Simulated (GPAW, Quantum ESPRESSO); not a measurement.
# Ni K-edge XANES of BeNi (Pm-3m), part 2 of 2

Do two independent programs agree on the Ni K edge of BeNi (Pm-3m)? The same cell and functional are run with XSpectra and with GPAW.

Quantum ESPRESSO 7.5 and GPAW 26.7.0; core-hole supercells, plane-wave PAW LDA.

So far. Step 9 (Ground state of the crystal (GPAW)): The mesh shows no gap, so the system is treated as a metal and the core electron is put at the Fermi level (neutral cell). Step 10 (Spectrum without a core hole, Ni atom 1 (GPAW)): Main maxima below 30 eV (height): 1.0 eV (0.87), 2.5 eV (0.79), 6.6 eV (1.00), 9.4 eV (0.96) and 23.1 eV (2.28). 

**11. Reference energy of the supercell (GPAW)**

Total energies of two programs can't be mixed, so the cell and mesh of GPAW's hole run get a reference energy of their own.

The input, scf.py:

```python
import numpy as np
from ase import Atoms
from ase.parallel import parprint, paropen
from gpaw import GPAW, PW, FermiDirac, Mixer, MixerDif, setup_paths
from gpaw.test import gen
setup_paths.insert(0, '.')
gen('Ni', name='nch1s', xcname='LDA', corehole=(1, 0, 0), write_xml=True)
from gpaw.mpi import world
world.barrier()

atoms = Atoms('Ni9Be9',
    cell=[[2.58699959, 0, 5.17399918],
     [-5.17399918, 2.58699959, 0],
     [0, -5.17399918, 2.58699959]],
    scaled_positions=[[0.38888889, 0.94444444, 0.72222222],
     [0.83333333, 0.16666667, 0.83333333],
     [0.72222222, 0.61111111, 0.05555556],
     [0.61111111, 0.05555556, 0.27777778],
     [0.27777778, 0.38888889, 0.94444444],
     [0.5, 0.5, 0.5],
     [0.16666667, 0.83333333, 0.16666667],
     [0.05555556, 0.27777778, 0.38888889],
     [0.94444444, 0.72222222, 0.61111111],
     [0, 0, 0],
     [0.44444444, 0.22222222, 0.11111111],
     [0.33333333, 0.66666667, 0.33333333],
     [0.22222222, 0.11111111, 0.55555556],
     [0.88888889, 0.44444444, 0.22222222],
     [0.11111111, 0.55555556, 0.77777778],
     [0.77777778, 0.88888889, 0.44444444],
     [0.66666667, 0.33333333, 0.66666667],
     [0.55555556, 0.77777778, 0.88888889]],
    magmoms=[2.0, 2.0, 2.0, 2.0, 2.0, 2.0, 2.0, 2.0, 2.0, 0.0, 0.0, 0.0, 0.0, 0.0, 0.0, 0.0, 0.0, 0.0],
    pbc=True)
atoms.calc = calc = GPAW(legacy_gpaw=True, mode=PW(500, force_complex_dtype=True), xc='LDA', setups={0: 'nch1s'},
    kpts={'size': (3, 3, 3), 'gamma': True}, occupations=FermiDirac(0.1),
    charge=0, mixer=MixerDif(0.05, 8, 50), maxiter=150,
    convergence={'density': 0.0001, 'eigenstates': 1e-6}, txt='scf.txt')
energy = atoms.get_potential_energy() + calc.get_reference_energy()
ef = calc.get_fermi_level()
out = dict(energy=energy, fermi=ef, forces=atoms.get_forces().tolist(), magmoms=atoms.get_magnetic_moments().tolist())
parprint(f'all-electron energy {energy:.4f} eV, Fermi level {ef:.4f} eV')
ev = np.array([[calc.get_eigenvalues(k, s) for k in range(len(calc.get_ibz_k_points()))] for s in range(calc.get_number_of_spins())])
out['homo'], out['lumo'], out['counts'] = ev[ev < ef].max(), ev[ev > ef].min(), sorted(set((ev < ef).sum((0, 2)).tolist()))
out['filled'] = (ev[:, 0] < ef).sum(1).tolist()
import json
with paropen('out.json', 'w') as f:
    json.dump(out, f)
```

Started as:

```sh
OMP_NUM_THREADS=1 mpirun -n 4 gpaw python scf.py
```

The job ended after 87 s (4 MPI ranks of Arm Neoverse V2, shared host; peak memory 0.52 GiB; 5.8 min of CPU time).

Reference energy: -375367.069 eV with the cores included.

**12. Spectrum with XCH, Ni atom 1 (GPAW)**

The holes are 5.8 Å apart. The excited electron is kept in the cell, where it fills the lowest empty states and screens the hole. After the field has converged, empty bands are computed with the density fixed and the dipole matrix elements are summed.

The input, xas.py:

```python
import numpy as np
from ase import Atoms
from ase.parallel import parprint, paropen
from gpaw import GPAW, PW, FermiDirac, Mixer, MixerDif, setup_paths
from gpaw.test import gen
setup_paths.insert(0, '.')
gen('Ni', name='fch1s', xcname='LDA', corehole=(1, 0, 1), write_xml=True)
from gpaw.mpi import world
world.barrier()

atoms = Atoms('Ni9Be9',
    cell=[[2.58699959, 0, 5.17399918],
     [-5.17399918, 2.58699959, 0],
     [0, -5.17399918, 2.58699959]],
    scaled_positions=[[0.38888889, 0.94444444, 0.72222222],
     [0.83333333, 0.16666667, 0.83333333],
     [0.72222222, 0.61111111, 0.05555556],
     [0.61111111, 0.05555556, 0.27777778],
     [0.27777778, 0.38888889, 0.94444444],
     [0.5, 0.5, 0.5],
     [0.16666667, 0.83333333, 0.16666667],
     [0.05555556, 0.27777778, 0.38888889],
     [0.94444444, 0.72222222, 0.61111111],
     [0, 0, 0],
     [0.44444444, 0.22222222, 0.11111111],
     [0.33333333, 0.66666667, 0.33333333],
     [0.22222222, 0.11111111, 0.55555556],
     [0.88888889, 0.44444444, 0.22222222],
     [0.11111111, 0.55555556, 0.77777778],
     [0.77777778, 0.88888889, 0.44444444],
     [0.66666667, 0.33333333, 0.66666667],
     [0.55555556, 0.77777778, 0.88888889]],
    magmoms=[2.0, 2.0, 2.0, 2.0, 2.0, 2.0, 2.0, 2.0, 2.0, 0.0, 0.0, 0.0, 0.0, 0.0, 0.0, 0.0, 0.0, 0.0],
    pbc=True)
atoms.calc = calc = GPAW(legacy_gpaw=True, mode=PW(500, force_complex_dtype=True), xc='LDA', setups={0: 'fch1s'},
    kpts={'size': (3, 3, 3), 'gamma': True}, occupations=FermiDirac(0.1),
    charge=-1, mixer=MixerDif(0.05, 8, 50), maxiter=150,
    convergence={'density': 0.0001, 'eigenstates': 1e-6}, txt='scf.txt')
energy = atoms.get_potential_energy() + calc.get_reference_energy()
ef = calc.get_fermi_level()
out = dict(energy=energy, fermi=ef, forces=atoms.get_forces().tolist(), magmoms=atoms.get_magnetic_moments().tolist())
parprint(f'all-electron energy {energy:.4f} eV, Fermi level {ef:.4f} eV')
ev = np.array([[calc.get_eigenvalues(k, s) for k in range(len(calc.get_ibz_k_points()))] for s in range(calc.get_number_of_spins())])
out['homo'], out['lumo'], out['counts'] = ev[ev < ef].max(), ev[ev > ef].min(), sorted(set((ev < ef).sum((0, 2)).tolist()))
out['filled'] = (ev[:, 0] < ef).sum(1).tolist()

from ase.units import Ha
from gpaw.xas import dipole_matrix_elements
nb = int(calc.get_number_of_electrons() / 2) + 141
top, nb = nb, nb + 8 + nb // 12
nscf = calc.fixed_density(kpts={'size': (4, 4, 4), 'gamma': True}, nbands=nb,
    convergence={'bands': top, 'eigenstates': 1e-5}, maxiter=60, txt='nscf.txt')
cell = atoms.cell.array
ops = [cell.T @ U.T @ np.linalg.inv(cell.T) for U in nscf.wfs.kd.symmetry.op_scc]
E = np.arange(-6, 34, 0.1)
fwhm = np.interp(E, [4, 25], [1.44, 3.5])
Y, X, zero, highest = 0, 0, 1e9, 1e9
for spin in range(nscf.get_number_of_spins()):
    wfs = nscf.wfs
    A = dipole_matrix_elements(wfs.setups[0])
    eps = np.zeros((wfs.kd.nibzkpts, nb))
    d = np.zeros((3, A.shape[1], wfs.kd.nibzkpts, nb), complex)
    for kpt in wfs.kpt_u:
        if kpt.s == spin and 0 in kpt.P_ani:
            eps[kpt.k] = kpt.eps_n * Ha
            d[:, :, kpt.k] = (kpt.weight * wfs.nspins / 2) ** 0.5 * np.inner(A, kpt.P_ani[0])
    world.sum(eps)
    world.sum(d)
    T = np.einsum('amkn,bmkn->abkn', d, d.conj()).real
    T = sum(np.einsum('ai,ijkn,bj->abkn', R, T, R) for R in ops) / len(ops)
    empty = eps > ef
    zero, highest = min(zero, eps[empty].min()), min(highest, eps[:, top - 1].min())
    lines = [(eps, T, empty)] if spin == 0 else lines + [(eps, T, empty)]
for eps, T, empty in lines:
    f = np.einsum('aakn->akn', T).reshape(3, -1)
    x = eps.ravel() - zero
    w = np.interp(x, E, fwhm) / 2.35482
    g = np.exp(-0.5 * ((E[:, None] - x) / w) ** 2) / (w * (2 * np.pi) ** 0.5)
    Y = Y + (f * empty.ravel()) @ g.T
    X = X + (f * ~empty.ravel()) @ g.T
out.update(E=E.round(2).tolist(), xas=Y.tolist(), xes=X.tolist(), zero=zero, valid=highest - zero, nk=len(eps), nb=nb)
for i in range(0, len(E), 10):
    parprint(f'{E[i]:7.2f}', *(f'{v:10.3e}' for v in Y[:, i]))
import json
with paropen('out.json', 'w') as f:
    json.dump(out, f)
```

Started as:

```sh
OMP_NUM_THREADS=1 mpirun -n 4 gpaw python xas.py
```

It took 9.6 min on 4 MPI ranks; peak memory 0.97 GiB; 39 min of CPU time.

The Ni K spectrum, Ni atom 1, excited-electron core hole (neutral cell) (energy from the lowest empty level; intensity scaled to a mean of 1 over the first 20 eV):

```csv
E (eV),intensity
-2.0,0.00
-1.0,0.03
0.0,0.36
1.0,0.76
2.0,0.78
3.0,0.52
4.0,0.41
5.0,0.64
6.0,0.93
7.0,0.85
8.0,0.83
9.0,0.86
10.0,0.86
11.0,0.76
12.0,0.74
13.0,0.89
14.0,1.03
15.0,1.19
16.0,1.40
17.0,1.64
18.0,1.84
19.0,1.90
20.0,1.93
21.0,2.02
22.0,2.07
23.0,1.96
24.0,1.70
25.0,1.35
26.0,1.00
27.0,0.80
28.0,0.75
29.0,0.79
30.0,0.86
31.0,0.92
32.0,0.94
```

Main maxima below 30 eV (height): 1.6 eV (0.81), 6.0 eV (0.93) and 21.9 eV (2.07). 

The total-energy difference is 8312.28 eV.

**13. The two programs side by side**

The line shapes differ (Lorentzian half width 0.72 eV up to 4 eV, rising linearly to 1.75 eV at 25 eV (not a setting of the program: the run's 0.4 eV curve was folded afterwards with a further Lorentzian), against Gaussian full width 1.44 eV up to 4 eV, rising linearly to 3.5 eV at 25 eV), so both get a further Gaussian of 1.5 eV full width before they are compared; the Lorentzian tails remain.

| E (eV) | XSpectra | GPAW |
| --- | --- | --- |
| -2.00 | 0.11 | 0.01 |
| -1.25 | 0.16 | 0.05 |
| -0.50 | 0.26 | 0.21 |
| 0.25 | 0.40 | 0.47 |
| 1.00 | 0.52 | 0.69 |
| 1.75 | 0.56 | 0.74 |
| 2.50 | 0.55 | 0.65 |
| 3.25 | 0.52 | 0.51 |
| 4.00 | 0.52 | 0.48 |
| 4.75 | 0.59 | 0.59 |
| 5.50 | 0.70 | 0.78 |
| 6.25 | 0.77 | 0.87 |
| 7.00 | 0.79 | 0.86 |
| 7.75 | 0.81 | 0.84 |
| 8.50 | 0.84 | 0.84 |
| 9.25 | 0.85 | 0.85 |
| 10.00 | 0.86 | 0.84 |
| 10.75 | 0.86 | 0.79 |
| 11.50 | 0.89 | 0.76 |
| 12.25 | 0.93 | 0.79 |
| 13.00 | 1.00 | 0.89 |
| 13.75 | 1.08 | 0.99 |
| 14.50 | 1.20 | 1.11 |
| 15.25 | 1.33 | 1.25 |
| 16.00 | 1.47 | 1.41 |
| 16.75 | 1.60 | 1.58 |
| 17.50 | 1.73 | 1.73 |
| 18.25 | 1.83 | 1.84 |
| 19.00 | 1.91 | 1.89 |
| 19.75 | 1.98 | 1.93 |
| 20.50 | 2.03 | 1.98 |
| 21.25 | 2.06 | 2.03 |
| 22.00 | 2.06 | 2.04 |
| 22.75 | 2.04 | 1.97 |
| 23.50 | 1.96 | 1.82 |
| 24.25 | 1.81 | 1.60 |
| 25.00 | 1.64 | 1.35 |
| 25.75 | 1.45 | 1.10 |
| 26.50 | 1.30 | 0.91 |
| 27.25 | 1.21 | 0.80 |
| 28.00 | 1.17 | 0.77 |
| 28.75 | 1.18 | 0.79 |
| 29.50 | 1.20 | 0.83 |
| 30.25 | 1.23 | 0.88 |
| 31.00 | 1.25 | 0.91 |
| 31.75 | 1.27 | 0.93 |

|  | XSpectra | GPAW |
| --- | --- | --- |
| k mesh of the spectrum | 5×5×5 | 4×4×4 |
| cutoff (eV) | 639 | 500 |
| highest intensity below 24 eV after the common broadening, eV (height) | 21.9 (2.07) | 21.8 (2.04) |
| zero, corrected photon energy (eV) | 8315.8 | 8312.3 |
| core time, hole field and spectrum | 46 min | 39 min |

**14. What the core hole does**

XSpectra's curves. Both curves are counted from their own zero, so only the shift of weight within the empty states shows.

```csv
E (eV),no hole,XCH
-2.0,0.11,0.10
-1.0,0.17,0.16
0.0,0.38,0.35
1.0,0.60,0.56
2.0,0.59,0.58
3.0,0.57,0.53
4.0,0.50,0.49
5.0,0.61,0.62
6.0,0.79,0.78
7.0,0.79,0.79
8.0,0.86,0.82
9.0,0.83,0.86
10.0,0.88,0.86
11.0,0.91,0.86
12.0,0.86,0.91
13.0,0.96,0.99
14.0,1.10,1.11
15.0,1.24,1.29
16.0,1.41,1.47
17.0,1.62,1.65
18.0,1.73,1.81
19.0,1.95,1.91
20.0,2.12,2.00
21.0,2.12,2.06
22.0,2.17,2.07
23.0,2.28,2.04
24.0,2.20,1.88
25.0,1.91,1.64
26.0,1.59,1.38
27.0,1.39,1.21
28.0,1.32,1.16
29.0,1.33,1.18
30.0,1.36,1.22
31.0,1.38,1.26
32.0,1.39,1.28
```

With each curve scaled to its own mean, the area from −2 to 6 eV with the hole is 3.7 against 3.9, and the centre of weight from −1 to 20 eV moves by +0.1 eV (first and strongest maxima below 20 eV: 1.3 eV (0.63), 8.3 eV (0.87) and 10.7 eV (0.92) without the hole, 2.1 eV (0.58) with it), a small effect on these measures.

**15. Runs not followed above**

These runs aren't followed: redraws of a spectrum that repeat one shown, runs with a planted fault or a state judged unsound, or a program's part that gave no sound spectrum.

| program | step | status | elapsed |
| --- | --- | --- | --- |
| Quantum ESPRESSO | no core hole, redrawn | converged | 9 s |
| Quantum ESPRESSO | spectrum with XCH, redrawn | converged | 3.1 s |

**16. Results**

```yaml
absorber_and_edge: Ni K, atom 1 of the ground-state input (counted from 1)
surroundings: 8 Be at 2.24 Å and 6 Ni at 2.59 Å (cube and octahedron, as in bcc, site symmetry m-3m)
highest_intensity_below_24_ev_xspectra_narrow_line: 22.3 eV above the zero, height 2.08
photon_energy_of_the_zero_with_the_added_terms: 8315.8 eV (raw 8344.5 eV; LDA puts this hole about 18 eV below PBE, itself good to a few eV)
```

The two programs agree on the overall shape: 13 % r.m.s. remains over the first 14 eV after a relative shift of 0.0 eV, and their photon-energy zeros differ by 3.5 eV. What differs may come from the PAW partial waves, meshes, cutoffs and line shapes. An offset of the zeros of this size is more than meshes or line shapes can give; the atomic core treatment of the two data sets is the likely place. In XSpectra the Ni K edge of atom 1, with 8 Be at 2.24 Å and 6 Ni at 2.59 Å (cube and octahedron, as in bcc, site symmetry m-3m), has its highest intensity of the first 24 eV at 22.3 eV above the zero, near 8338 eV in photon energy (LDA puts this hole about 18 eV below PBE, itself good to a few eV), 2.1 times the mean level of the first 20 eV (Lorentzian half width 0.72 eV up to 4 eV, rising linearly to 1.75 eV at 25 eV (not a setting of the program: the run's 0.4 eV curve was folded afterwards with a further Lorentzian)). In XSpectra: With each curve scaled to its own mean, the area from −2 to 6 eV with the hole is 3.7 against 3.9, and the centre of weight from −1 to 20 eV moves by +0.1 eV (first and strongest maxima below 20 eV: 1.3 eV (0.63), 8.3 eV (0.87) and 10.7 eV (0.92) without the hole, 2.1 eV (0.58) with it), a small effect on these measures. In GPAW: With each curve scaled to its own mean, the area from −2 to 6 eV with the hole is 4.0 against 4.1, and the centre of weight from −1 to 20 eV moves by +0.1 eV (first and strongest maxima below 20 eV: 1.0 eV (0.87), 2.5 eV (0.79), 6.6 eV (1.00) and 9.4 eV (0.96) without the hole, 1.6 eV (0.81) and 6.0 eV (0.93) with it), a small effect on these measures. The quadrupole part peaks at 6.1 eV with 0.6 % of the dipole spectrum's mean level. 2 further runs of this session are left out of this account as redundant. Quadrupole 1s→3d transitions, which feed the pre-edge, are not in the dipole spectrum. The starting moments shrank to 0.00 μB or less, so this is hardly a magnetic state. The holes are only 5.8 Å apart, so the shape is probably not converged with cell size; no larger cell was run here. Lifetime broadening is put in by hand, and intensities beyond about 20 eV depend on it and on the partial waves. The structure is a computed Materials Project entry and may be a hypothetical form.

[Logs are printed without paths, hosts, clocks, repeated set-up lines and the standing remarks that a program may print on its own settings, such as how far it seeks lower states.]

[Hosts, paths, dates, database ids (printed as entryN), source tags and the programs' standing remarks are cut or masked in the printed files.]

[Lists of maxima count a maximum above −3 eV only where it reaches 4 % of the highest in the window and stands out from its surroundings by 2 % of it (1.5 % where it reaches 55 %); shoulders and weaker maxima are passed over, and of the rest the first, up to two pre-edge ones and the few strongest are named.]
